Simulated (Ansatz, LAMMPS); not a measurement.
# Ge in place of Si at several sites of amorphous Si0.7Ge0.3 (120 atoms), part 3 of 3

Aim: make Ge in place of Si at several sites of amorphous Si0.7Ge0.3 (120 atoms), relax each, and compare their energies.

Ansatz 0.2.0; Kohn-Sham DFT, PBE, PAW (set soft_2), plane waves.

The cell: 84 Si and 36 Ge. The quench rate of 30 K/ps far exceeds what a furnace or splat quench reaches. The network of bonds at the start is that of the classical potential that made the cell. The Brillouin zone is sampled at Γ only, in a cell whose shortest periodic width is 14 Å.

So far. Step 8 (Ge on a site of Si, site Si22): The relaxation converged after 4 steps, 0.0640 eV below its start, with a largest force component of 0.038 eV/Å.

## (9) Ge on a site of Si, site Si49

The site has 4 bonded neighbours (Si3Ge) at 2.40 Å on average. 

Input and log are left out; they have the form of those shown for this kind of step.

Run time: 2.8 min. Hardware: 4 threads of Arm Neoverse V1, shared host; peak memory 3.7 GiB; 11 min of CPU time.

The relaxation converged after 3 steps, 0.0476 eV below its start, with a largest force component of 0.021 eV/Å.

Local excerpt of 10 atoms (numbers count through the whole input) about the Ge atom, after relaxation; x, y, z are measured from there.

```
atom      x      y      z  distance (Å)  bonds
Ge49   0.00   0.00   0.00          0.00      4
Si41  -2.11   0.88  -0.77          2.41      4
Si17   0.99  -2.06  -0.85          2.43      4
Si39   1.66   1.78   0.14          2.43      4
Ge95  -0.54  -0.73   2.37          2.54      4
Si12  -3.53  -0.50   0.41          3.59      4
 Si6   1.04   2.67   2.23          3.63      4
 Si4   3.21  -1.35  -1.07          3.64      5
Ge91   1.10   0.71   3.64          3.86      4
Ge93  -2.55  -0.04  -2.92          3.88      4
```

The column of bonds counts only the pairs Si-Si within 2.88 Å, Si-Ge within 2.98 Å, Ge-Ge within 3.02 Å; other neighbours, such as metal atoms beside each other in a compound, aren't counted, and periodic images can show an atom twice.

The largest move is 0.05 Å, by Si41.

## (10) Ge on a site of Si, site Si69

The site has 4 bonded neighbours (Si3Ge) at 2.40 Å on average. 

input.yaml reads:

```yaml
crystal:
  lattice:
    - [13.7704, 0.0, 0.0]
    - [0.0, 13.7704, 0.0]
    - [0.0, 0.0, 13.7704]
  atoms:
    [... atom lines 1 to 65 left out ...]
    - { symbol: Si, position: [0.34423, 0.50044, 0.52766] }
    - { symbol: Si, position: [0.98086, 0.54903, 0.34282] }
    - { symbol: Si, position: [0.98103, 0.36832, 0.95049] }
    - { symbol: Ge, position: [0.2068, 0.26984, 0.29186] }
    - { symbol: Si, position: [0.47735, 0.12369, 0.84569] }
    - { symbol: Si, position: [0.48006, 0.49924, 0.64007] }
    - { symbol: Si, position: [0.6911, 0.40265, 0.04052] }
    [... atom lines 73 to 120 left out ...]
kpoints:
  mp_grid: { grid: [1, 1, 1] }
hamiltonian:
  xc: pbe
scf:
  occupations: { method: fermi_dirac, width: 0.05 }
output:
  forces: true
  eigenvalues: true
relax:
  f_tol: 0.05
  max_steps: 90
```

Run with:

```
$ ansatz run input.yaml --threads 4 --pin off --max-ram 8192MiB --backend cpu --events-out ev --progress --plain --runs-dir out
```

Numbers of over 12 decimals in the logs are rounded to 6 here.

The program printed:

```text
[...]
Crystal: 120 atoms, lattice volume = 2611.197 Å³
Basis set: ecut = 420 eV, 50883 PW (Γ), exchange–correlation on 192×192×192 points (8 copies of the dense FFT grid, shifted against one another)
Bands: 545, of which v1, the nominal top of the filled ones, is band 425 counted from 1 (424 counted from 0)
Symmetry: 1 space group operations
[...]
k-points: 1
[...]
SCF iter   1: F=—  HF=-211659.436670 eV  |F-HF|=—  |Δ(HF+E_count)|=         —  Δρ=3.16e-3  dr2=7.32e-1  ethr=1.77e-3  ⟨swp⟩=6.0  Hψ=2198  notcnv=0  defer=33
[...]
SCF iter   6: F=—  HF=-211659.320496 eV  |F-HF|=—  |Δ(HF+E_count)|=   7.73e-5  Δρ=5.19e-5  dr2=2.42e-4  ethr=1.09e-7  ⟨swp⟩=2.0  Hψ=609  notcnv=0  defer=83
SCF iter   7: F=-211659.320441 eV  HF=-211659.320468 eV  |F-HF|=2.75e-5  |Δ(HF+E_count)|=   2.77e-5  Δρ=2.20e-5  dr2=3.74e-5  ethr=7.35e-9  ⟨swp⟩=11.0  Hψ=2671  notcnv=0
SCF 1 converged in 7 iterations: F = -211659.320441 eV  dr2 = 3.74e-5
[...]
relax step   1: F+E_penalty+E_count = -211659.32044090 eV  Δ(F+E_penalty+E_count) = +0.000e0 eV  max|allowed force component| = 4.950e-1 eV/Å  Δτ_max = 0.0000 Å  (7 SCF iters, dr2 threshold 6.25e-5 eV, accepted)
[...]
relax step   2: F+E_penalty+E_count = -211659.37531001 eV  Δ(F+E_penalty+E_count) = -5.487e-2 eV  max|allowed force component| = 1.013e-1 eV/Å  Δτ_max = 0.0668 Å  (5 SCF iters, dr2 threshold 1.53e-5 eV, accepted)
[...]
relax step   3: F+E_penalty+E_count = -211659.38149572 eV  Δ(F+E_penalty+E_count) = -6.186e-3 eV  max|allowed force component| = 2.786e-2 eV/Å  Δτ_max = 0.0209 Å  (8 SCF iters, accepted)
SCF converged after 8 iterations
Free energy (F): -211659.381496 eV
[...]
Internal energy: -211659.210444 eV  (E = F + TS)
E sigma→0 (E₀):  -211659.295970 eV
Entropy (-TS):   -0.171052 eV (-1.425 meV/atom)
Fermi energy:    6.562200 eV
[...]
Σ components = -211659.381496   (vs F -211659.381496, Δ=0.00e0)
--- Forces (eV/Å), atoms counted from 1 ---
  atom   1  Si     0.00040213     0.00086073    -0.00163593
  atom   2  Si    -0.00732309     0.00400773    -0.00369013
  atom   3  Si     0.00103028     0.00281461    -0.00659689
  atom   4  Si    -0.00174613    -0.00635596     0.00149514
[...]
atom 120  Ge     0.00281190     0.00027109    -0.00547999
  max |Σ_I F_I| component: 2.23e-5 eV/Å
--- Band table (eV) ---
[...]
--- Relaxed structure (3 steps of the walk, 3 accepted, 0 SCFs on fresh bases) ---
  F+E_penalty+E_count = -211659.38149572 eV   max|allowed force component| = 2.786e-2 eV/Å
  atoms:
    - { symbol: Si, position: [0.056764, 0.995748, 0.872863] }
    - { symbol: Si, position: [0.834460, 0.354749, 0.502492] }
    - { symbol: Si, position: [0.278567, 0.942981, 0.991419] }
    - { symbol: Si, position: [0.559683, 0.518641, 0.993091] }
[...]
- { symbol: Ge, position: [0.463766, 0.036642, 0.114383] }
```

Elapsed: 2.9 min, on 4 threads of Arm Neoverse V1, shared host; peak memory 3.7 GiB; 11 min of CPU time.

The relaxation converged after 3 steps, 0.0611 eV below its start, with a largest force component of 0.028 eV/Å.

The surroundings of the Ge atom, after relaxation, nearest first, numbered as they follow in the input and with coordinates relative to it.

```
 atom      x      y      z  distance (Å)  bonds
 Ge69   0.00   0.00   0.00          0.00      4
 Si60   1.62   1.75  -0.30          2.40      4
 Si84  -1.98  -0.56   1.32          2.45      4
 Ge98  -1.05  -0.36  -2.21          2.48      4
 Si63   1.63  -1.81   0.54          2.50      4
 Si53  -0.13   1.60   2.72          3.15      5
Ge107   2.55   1.22   1.90          3.41      4
 Ge89  -2.12  -2.76   0.23          3.49      4
 Si33   1.04  -0.53  -3.39          3.58      4
  Si9   2.58   0.99  -2.32          3.61      4
 Si21   0.16  -3.68   0.31          3.69      4
Ge104  -2.15   1.83  -2.54          3.80      4
Ge114   1.12  -2.74  -2.49          3.87      3
```

The column of bonds counts only the pairs Si-Si within 2.88 Å, Si-Ge within 2.98 Å, Ge-Ge within 3.02 Å; other neighbours, such as metal atoms beside each other in a compound, aren't counted, and periodic images can show an atom twice.

The largest move is 0.07 Å, by Ge98.

## (11) The sites compared

All these cells hold the same atoms, so their energies can be compared with no chemical potential.

```
site  neighbours  mean distance (Å)  atoms within 6 Å  energy over the best site (eV)  before relaxation (eV)  gain on relaxing (eV)
Si53       SiGe4               2.67                42                            0.00                    0.00                   0.08
Si34       SiGe2               2.44                41                            0.11                    0.09                   0.06
Si49       Si3Ge               2.40                39                            0.40                    0.36                   0.05
Si69       Si3Ge               2.40                46                            0.46                    0.44                   0.06
Si29         Si4               2.37                42                            0.47                    0.44                   0.05
Si22         Si4               2.34                43                            0.51                    0.49                   0.06
```

Neighbours are those of the relaxed host within 2.88 Å (Si-Si), 2.98 Å (Si-Ge); other pairs aren't counted.

## (12) Outcome

The cheapest site is Si53 (5 neighbours, SiGe4); the dearest, Si22 (4 neighbours, Si4), costs 0.51 eV more. By coordination the energies over the best site are 0.11 eV with 3 neighbours, 0.40 to 0.51 eV with 4 neighbours and 0.00 eV with 5 neighbours. Relaxation gains 0.047 to 0.079 eV and leaves the best site the same.

Caveats: Defects are neutral and interact with their images. In a disordered cell the relaxation can also rearrange atoms far from the site. Only 6 of the 84 Si sites were tried; unless symmetry makes the others alike to these, a cheaper one may exist.

The DFT runs together took 35 min of wall time.

[Logs are printed without paths, hosts, clocks, repeated set-up lines and the standing remarks that a program may print on its own settings, such as how far it seeks lower states.]

[Hosts, paths, dates, database ids (printed as entryN), source tags and the programs' standing remarks are cut or masked in the printed files.]
